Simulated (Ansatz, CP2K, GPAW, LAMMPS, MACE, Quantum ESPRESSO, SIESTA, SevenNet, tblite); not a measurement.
**Liquid Ge at 2600 K (66 atoms): forces by two methods**

66 atoms (66 Ge) placed at random at 5.27 g/cm³, melted at 3500 K for 10 ps at fixed volume with the Tersoff potential (Tersoff, Phys. Rev. B 39, 5566 (1989)). Snapshot at the end of a hold of 5 ps at 2600 K and fixed volume.

Two calculations on one geometry. First: GFN1-xTB tight binding, diagonalisation; levels smeared at 580 K; periodic xTB differs between programs (tblite 0.8.0; Γ point). Second: Kohn-Sham DFT, PBE, PAW, plane waves (Ansatz 0.2.0; cutoff 420 eV, Γ point, fermi-dirac smearing of 0.05 eV; PAW set soft_2).

Cell vectors (Å):

```
11.473 0.000 0.000
0.000 11.473 0.000
0.000 0.000 11.473
```

Atom, position (Å) and force of the first calculation (eV/Å):

```
1 Ge 0.443 8.534 11.406 1.063 1.245 1.450
2 Ge 3.054 0.630 5.062 0.168 0.003 0.559
3 Ge 1.348 6.847 1.330 0.802 -0.406 1.165
4 Ge 7.210 7.371 5.584 0.606 0.720 -0.120
5 Ge 0.168 4.649 1.507 -0.358 0.741 -0.731
6 Ge 8.570 2.108 0.978 0.108 -0.197 0.039
7 Ge 5.989 5.292 1.076 -0.414 0.477 0.279
8 Ge 3.579 4.120 4.014 -0.645 0.399 -0.292
9 Ge 5.187 6.506 7.597 -1.200 -0.103 0.152
10 Ge 1.178 3.603 4.788 0.525 -0.199 0.065
11 Ge 1.732 5.695 6.118 -0.782 -0.627 -0.148
12 Ge 5.205 9.807 7.477 -0.623 -0.453 -0.199
13 Ge 6.581 9.740 5.357 -0.071 0.016 -0.002
14 Ge 4.534 2.083 3.181 -1.091 -0.414 -0.520
15 Ge 10.070 11.261 4.049 -0.573 0.219 0.499
16 Ge 0.388 10.712 1.415 -1.321 -0.193 -0.713
17 Ge 6.337 1.768 7.521 0.271 -0.331 -0.382
18 Ge 4.134 7.987 3.942 -0.189 0.060 -0.139
19 Ge 10.370 7.649 10.020 -1.638 -0.809 -1.085
20 Ge 5.834 11.209 9.450 -0.637 1.025 0.168
21 Ge 7.127 5.328 8.129 -0.075 2.795 3.420
22 Ge 3.967 2.064 7.157 0.150 0.667 0.080
23 Ge 4.220 4.308 8.773 0.129 -0.300 -0.113
24 Ge 6.924 4.518 4.570 0.667 -0.702 -0.044
25 Ge 1.903 9.097 9.676 1.391 0.841 -0.740
26 Ge 4.330 8.168 9.338 0.452 0.016 -0.509
27 Ge 9.747 3.045 8.511 0.223 -0.641 -1.106
28 Ge 6.905 7.667 1.287 -0.777 0.237 -0.446
29 Ge 6.306 3.908 10.576 -0.853 0.382 -0.642
30 Ge 7.759 0.496 5.652 0.338 -0.304 0.374
31 Ge 9.833 9.583 2.336 0.281 -0.125 -0.265
32 Ge 1.104 8.910 7.378 1.163 1.323 -0.297
33 Ge 9.339 11.062 7.640 0.476 -0.295 0.352
34 Ge 1.976 3.803 9.715 -0.447 0.251 -0.938
35 Ge 3.612 6.056 1.990 0.275 -0.407 0.553
36 Ge 8.489 9.055 9.046 0.573 -0.613 -0.274
37 Ge 10.528 3.969 3.614 0.617 1.088 -0.016
38 Ge 9.182 7.060 1.700 -0.855 1.869 2.844
39 Ge 1.934 1.562 8.672 -0.351 0.888 -0.519
40 Ge 1.691 8.450 3.503 -0.240 -0.641 -0.480
41 Ge 3.613 1.950 0.501 -0.150 -0.550 0.761
42 Ge 9.618 5.790 11.411 1.246 -1.834 -1.869
43 Ge 0.050 4.465 7.946 1.508 1.105 0.169
44 Ge 3.107 0.167 10.119 0.894 -1.349 0.701
45 Ge 7.982 3.874 6.767 1.015 -3.167 -2.599
46 Ge 10.791 0.970 9.184 -0.108 -0.252 0.590
47 Ge 1.272 2.818 0.310 -0.310 0.225 0.587
48 Ge 3.821 10.956 1.599 0.511 -0.225 -0.063
49 Ge 6.734 2.091 3.900 1.037 0.298 0.571
50 Ge 11.404 7.024 4.734 0.792 0.168 0.423
51 Ge 8.699 3.759 10.407 -0.745 0.643 1.650
52 Ge 5.869 9.635 2.699 -0.159 -0.116 0.074
53 Ge 5.950 1.597 11.395 0.287 -0.042 -0.707
54 Ge 11.146 7.068 7.667 0.346 -1.370 0.341
55 Ge 6.466 9.029 10.501 0.275 -0.288 0.336
56 Ge 10.772 1.231 0.290 0.547 -0.303 -0.926
57 Ge 0.220 10.876 5.999 -1.335 -1.267 0.146
58 Ge 9.153 6.252 4.108 -0.415 -0.547 -0.727
59 Ge 5.110 6.022 5.152 -0.346 0.367 0.106
60 Ge 3.244 9.473 5.989 0.244 0.345 0.039
61 Ge 9.886 2.346 5.758 -0.046 0.036 0.587
62 Ge 0.988 1.531 6.401 0.637 1.167 -0.805
63 Ge 8.849 7.050 7.375 -1.765 0.712 0.549
64 Ge 7.998 10.974 1.657 -0.515 -0.162 -0.060
65 Ge 9.198 2.060 3.468 -0.685 -0.633 -1.120
66 Ge 1.979 10.986 3.137 0.103 -0.464 -0.034
```

Q: Give the forces of the second method.

Atom and force (eV/Å):

```
1 0.805 1.324 1.974
2 0.528 0.090 0.311
3 0.500 -0.314 1.348
4 0.644 0.747 -0.161
5 -0.587 1.060 -0.705
6 -0.121 0.125 0.200
7 -0.418 0.424 0.748
8 -0.481 0.890 -0.254
9 -1.472 0.370 0.152
10 0.329 -0.530 0.344
11 -0.141 -0.123 0.348
12 -0.298 -0.356 -0.188
13 -0.096 0.140 -0.284
14 -1.435 -1.075 -1.147
15 -0.338 0.196 0.644
16 -1.223 -0.245 -0.928
17 0.980 -0.369 -0.145
18 0.159 0.221 -0.088
19 -1.541 -0.667 -0.884
20 -0.709 1.654 0.347
21 0.437 1.796 3.159
22 -0.442 0.766 -0.112
23 0.517 -0.618 -0.061
24 0.850 -0.819 -0.508
25 1.859 1.347 -0.614
26 0.104 0.011 -0.330
27 -0.019 -0.750 -1.301
28 -0.836 0.628 -0.507
29 -1.290 0.597 -1.159
30 0.486 -0.400 0.525
31 0.444 -1.306 -0.600
32 1.094 1.439 -0.617
33 0.295 -0.235 -0.231
34 -0.754 0.564 -1.057
35 0.273 -0.512 0.858
36 0.436 -0.354 -0.493
37 0.280 1.615 -0.218
38 -0.261 1.895 2.604
39 -0.590 1.034 -0.367
40 -0.687 -0.608 -0.694
41 -0.411 -0.238 1.202
42 1.284 -1.783 -1.481
43 2.042 0.975 -0.158
44 1.347 -2.182 0.818
45 0.809 -2.636 -2.019
46 0.332 -0.400 0.743
47 -0.254 0.063 0.644
48 0.859 0.024 -0.356
49 1.251 0.044 0.693
50 0.920 0.015 0.455
51 -0.586 0.621 1.726
52 -0.178 -0.033 -0.001
53 0.419 -0.733 -0.740
54 0.501 -1.730 -0.040
55 0.288 -0.650 0.847
56 0.551 -0.509 -0.960
57 -1.312 -1.464 0.073
58 -0.736 -0.715 -0.765
59 -1.089 0.216 0.000
60 0.049 0.189 -0.259
61 0.289 -0.091 1.536
62 0.309 1.666 -0.843
63 -1.575 0.670 0.452
64 -1.044 0.246 -0.244
65 -1.011 -0.813 -1.834
66 -0.333 -0.403 0.607
```

The two sets differ by 329 meV/Å r.m.s., 37 % of the r.m.s. force of the Ansatz run. Periodic xTB results under one method name differ between programs and library versions. The network of bonds at the start is that of the classical potential that made the cell, and needn't be the one that DFT or experiment would give. The electronic-structure runs sample only Γ, in a cell whose shortest periodic width is 11 Å, which is coarse for a cell with partly filled levels.

[Logs are printed without paths, hosts, clocks, repeated set-up lines and the standing remarks that a program may print on its own settings, such as how far it seeks lower states.]

[Hosts, paths, dates, database ids (printed as entryN), source tags and the programs' standing remarks are cut or masked in the printed files.]
